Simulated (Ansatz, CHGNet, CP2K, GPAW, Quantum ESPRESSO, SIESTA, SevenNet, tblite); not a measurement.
**Forces in glassy 76SiO2-24MgO (mol %) (94 atoms), program by program**

One geometry of glassy 76SiO2-24MgO (mol %) (94 atoms) is solved by several programs and methods. How far do their forces lie from a plane-wave PBE run?

Results are calculated, not measured.

**1. The cell**

The cell holds 94 atoms (26 Si, 8 Mg and 60 O), with edges of 10.79, 10.79 and 10.79 Å. Recipe: 94 atoms (26 Si, 8 Mg, 60 O) placed at random at 2.34 g/cm³, melted at 4000 K for 10 ps at fixed volume with the Morse and Coulomb pair potential with partial charges (Pedone, Malavasi, Menziani, Cormack and Segre, J. Phys. Chem. B 110, 11780 (2006)). Quenched from 4000 K to 300 K at 50 K/ps and fixed volume, held 10 ps at zero pressure. Then every atom was moved at random, 0.05 Å r.m.s. a Cartesian component. The density is 2.49 g/cm³.

**2. The reference input**

Quantum ESPRESSO 7.5: Kohn-Sham DFT, PBE, SSSP efficiency 1.3.0 pseudopotentials, plane waves. Its input, pw.in:

```
&control
  calculation = 'scf'
  pseudo_dir = './pseudo'
  outdir = './tmp'
  disk_io = 'none'
  tprnfor = .true.
  tstress = .true.
/
&system
  ibrav = 0
  nat = 94
  ntyp = 3
  ecutwfc = 60
  ecutrho = 480
  nosym = .true.
  occupations = 'smearing'
  smearing = 'fd'
  degauss = 0.003675
/
&electrons
  conv_thr = 4.7e-07
  electron_maxstep = 100
  mixing_beta = 0.4
  mixing_mode = 'plain'
  diagonalization = 'david'
/
ATOMIC_SPECIES
Si 28.085 Si.upf
Mg 24.305 Mg.upf
O 15.999 O.upf
CELL_PARAMETERS angstrom
10.79285 0.00000 0.00000
0.00000 10.79285 0.00000
0.00000 0.00000 10.79285
ATOMIC_POSITIONS crystal
Si 0.38739 0.31806 0.76144
Si 0.19643 0.45894 0.92096
Si 0.17301 0.11526 0.77764
Si 0.11345 0.99577 0.27881
[... 88 atom lines left out ...]
O 0.15107 0.67596 0.25526
O 0.54463 0.69248 0.69299
K_POINTS gamma
```

```console
$ OMP_NUM_THREADS=1 mpirun -np 4 pw.x -in pw.in > output.txt
```

Wall time 3.4 min (4 MPI ranks of Arm Neoverse V1, shared host); peak memory 4.2 GiB; 13 min of CPU time.

It converged with an r.m.s. force component of 2.8 eV/Å and a pressure of 5.8 GPa.

Its highest filled and lowest empty levels lie 1.87 eV apart on its k-points.

**3. What was run beside it**

- CHGNet: machine-learned potential, published weights.
- CP2K 2026.2: Gaussian basis with GTH pseudopotentials and a plane-wave density; labels give functional, basis (MOLOPT sets; SR short-range, UZH the newer set with its own potentials), grid cutoff/relative cutoff and solver (OT: orbital transformation; TRS4, TC2, SIGN: linear-scaling purification with its sparsity filter), or its built-in tight binding.
- GPAW 26.7.0: PAW with atomic orbitals (LCAO), plane waves or a real-space grid of spacing h.
- SIESTA 5.4.2: numerical atomic orbitals, whose automatically made sets are far from complete, with PseudoDojo norm-conserving potentials that we converted to its format (checked against plane waves on the same files for H, C, O, Si, Ge and Ca alone); labels give functional, basis size, energy shift and mesh cutoff.
- SevenNet: machine-learned potential, published weights.
- tblite 0.8.0: extended tight binding, driven from Python.

All use the same cell and atoms, and the electronic-structure runs the same k-mesh.

**4. Side by side**

Differences are against the reference: forces as r.m.s. over components, share as that over the reference's r.m.s. force, slope as the fitted ratio of a run's forces to the reference's.

| run | Δ force, r.m.s. (meV/Å) | share (%) | slope | Δ pressure (GPa) | Δ gap (eV) | cores | CPU time | memory (GiB) |
| --- | --- | --- | --- | --- | --- | --- | --- | --- |
| reference | - | - | - | - | - | 4 | 13 min | 4.2 |
| CHGNet 0.3.0 potential | 207 | 7.36 | 0.976 | 0.0453 | - | 1 | 4.5 s | 1.2 |
| CHGNet r2SCAN potential | 345 | 12.2 | 0.920 | -4.51 | - | 1 | 4.1 s | 1.2 |
| CP2K GFN1-xTB, OT DIIS | 713 | 25.3 | 0.916 | -3.00 | - | 1 | 6.7 s | 0.43 |
| CP2K PBE, DZVP-MOLOPT-SR, 1200/60 Ry, OT DIIS | 217 | 7.70 | 0.978 | 0.159 | -0.216 | 4 | 15 min | 5.9 |
| CP2K PBE, DZVP-MOLOPT-SR, 1200/60 Ry, TRS4 filter 1e-04, SCF 1e-05 (coarse) | 294 | 10.4 | 0.988 | 0.41 | - | 4 | 3.9 min | 5.9 |
| CP2K PBE, DZVP-MOLOPT-SR, 1200/60 Ry, TRS4 filter 1e-07, SCF 1e-07 | 213 | 7.57 | 0.977 | 0.145 | - | 4 | 6.2 min | 6.0 |
| CP2K PBE, SZV-MOLOPT-SR, 1200/60 Ry, OT DIIS (coarse) | 1088 | 38.6 | 1.214 | 21.2 | -1.58 | 2 | 11 min | 4.0 |
| GPAW PBE, LCAO dzp, h 0.18 Å | 352 | 12.5 | 1.072 | - | -0.177 | 1 | 3.4 min | 1.7 |
| GPAW PBE, LCAO sz(dzp), h 0.18 Å (coarse) | 1079 | 38.3 | 1.151 | - | -0.837 | 1 | 63 s | 1.3 |
| GPAW PBE, LCAO szp(dzp), h 0.18 Å (coarse) | 375 | 13.3 | 1.065 | - | -0.490 | 1 | 2.3 min | 1.6 |
| SIESTA PBE, DZ, shift 0.01 Ry, mesh 500 Ry (coarse) | 957 | 34.0 | 1.182 | 12.9 | -0.850 | 2 | 2.5 min | 1.4 |
| SIESTA PBE, DZP, shift 0.01 Ry, mesh 500 Ry | 203 | 7.22 | 1.026 | 2.02 | -0.201 | 2 | 5.3 min | 2.1 |
| SIESTA PBE, SZ, shift 0.01 Ry, mesh 500 Ry (coarse) | 1163 | 41.3 | 1.230 | 17.2 | - | 1 | 2.8 min | 0.93 |
| SIESTA PBE, SZ, shift 0.02 Ry, mesh 500 Ry (coarse) | 1014 | 36.0 | 1.233 | 9.57 | - | 1 | 2.6 min | 0.82 |
| SevenNet l3i5 potential | 126 | 4.46 | 0.973 | -0.290 | - | 1 | 11 s | 1.6 |
| tblite GFN1-xTB | 651 | 23.1 | 0.890 | 4.35 | - | 1 | 5.4 s | 0.13 |

Rows marked coarse were listed beforehand as settings not expected to be converged; some can still land near the reference.

Times of the machine-learned potentials are mostly Python's start and the loading of weights.

CPU time is summed over cores on shared hosts, so it is rough.

**5. Findings**

Forces lie from 4.5 % (SevenNet l3i5 potential) to 41 % (SIESTA PBE, SZ, shift 0.01 Ry, mesh 500 Ry, coarse) of the reference's r.m.s. force of 2.8 eV/Å away from it. The PBE runs in local orbitals, coarse settings apart, differ by 7.2 % (SIESTA PBE, DZP, shift 0.01 Ry, mesh 500 Ry) to 13 % (GPAW PBE, LCAO dzp, h 0.18 Å); basis, grid and potentials can all enter. Tight binding differs by 23 % (tblite GFN1-xTB) to 25 % (CP2K GFN1-xTB, OT DIIS); it is another model, with fitted parameters of its own, and the xTB methods hold dispersion. Machine-learned potentials differ by 4.5 % (SevenNet l3i5 potential) to 12 % (CHGNet r2SCAN potential); they were trained on other programs' data, some at another functional.

Runs with settings chosen to be coarse differ by 10 % (CP2K PBE, DZVP-MOLOPT-SR, 1200/60 Ry, TRS4 filter 1e-04, SCF 1e-05) to 41 % (SIESTA PBE, SZ, shift 0.01 Ry, mesh 500 Ry), their programs' other errors included. SIESTA PBE, SZ, shift 0.02 Ry, mesh 500 Ry stiffens the forces by a factor of 1.23 while following their directions (correlation 0.976); the slopes of the 4 SIESTA runs lie between 1.03 and 1.23. Pressures at PBE, coarse settings apart, lie +0.14 to +2.02 GPa from the reference's. Gaps at PBE, coarse settings apart, lie -0.22 to -0.18 eV from the reference's.

**Limits.** Forces of 2.8 eV/Å r.m.s. are well above thermal ones: they come largely from the bond lengths of the classical model and from the random displacements, and they dominate the comparison. The potentials hold different valence shells: 480 electrons in the reference, 544 in CP2K with SZV-MOLOPT-SR, 544 in GPAW and 544 in SIESTA; this bears on time and differences. The reference's pressure holds the uncorrected Pulay stress of its 60 Ry basis, so small pressure differences may be the reference's own error. Machine-learned potentials mimic data converged in k, so the reference's own k-point error enters their differences. The quench rate of 50 K/ps is many orders above laboratory rates, so the cell is likely richer in defects and strain than a real sample. The network of bonds at the start is that of the classical potential that made the cell, and needn't be the one that DFT or experiment would give. The reference's stress is far from hydrostatic: its diagonal is 3.2, 6.1, 8.1 GPa, compression counted positive. The electronic-structure runs sample only Γ, in a cell whose shortest periodic width is 11 Å. Where levels are smeared, the DFT runs use Fermi–Dirac occupations at 580 K (0.05 eV), and energies are free energies. The atoms were displaced at random, and shares hang on the size of the forces that this gives. The reference's cutoffs and mesh weren't converged further here.

[Logs are printed without paths, hosts, clocks, repeated set-up lines and the standing remarks that a program may print on its own settings, such as how far it seeks lower states.]

[Hosts, paths, dates, database ids (printed as entryN), source tags and the programs' standing remarks are cut or masked in the printed files.]

[Cells were taken only where this reference lay near another plane-wave run.]
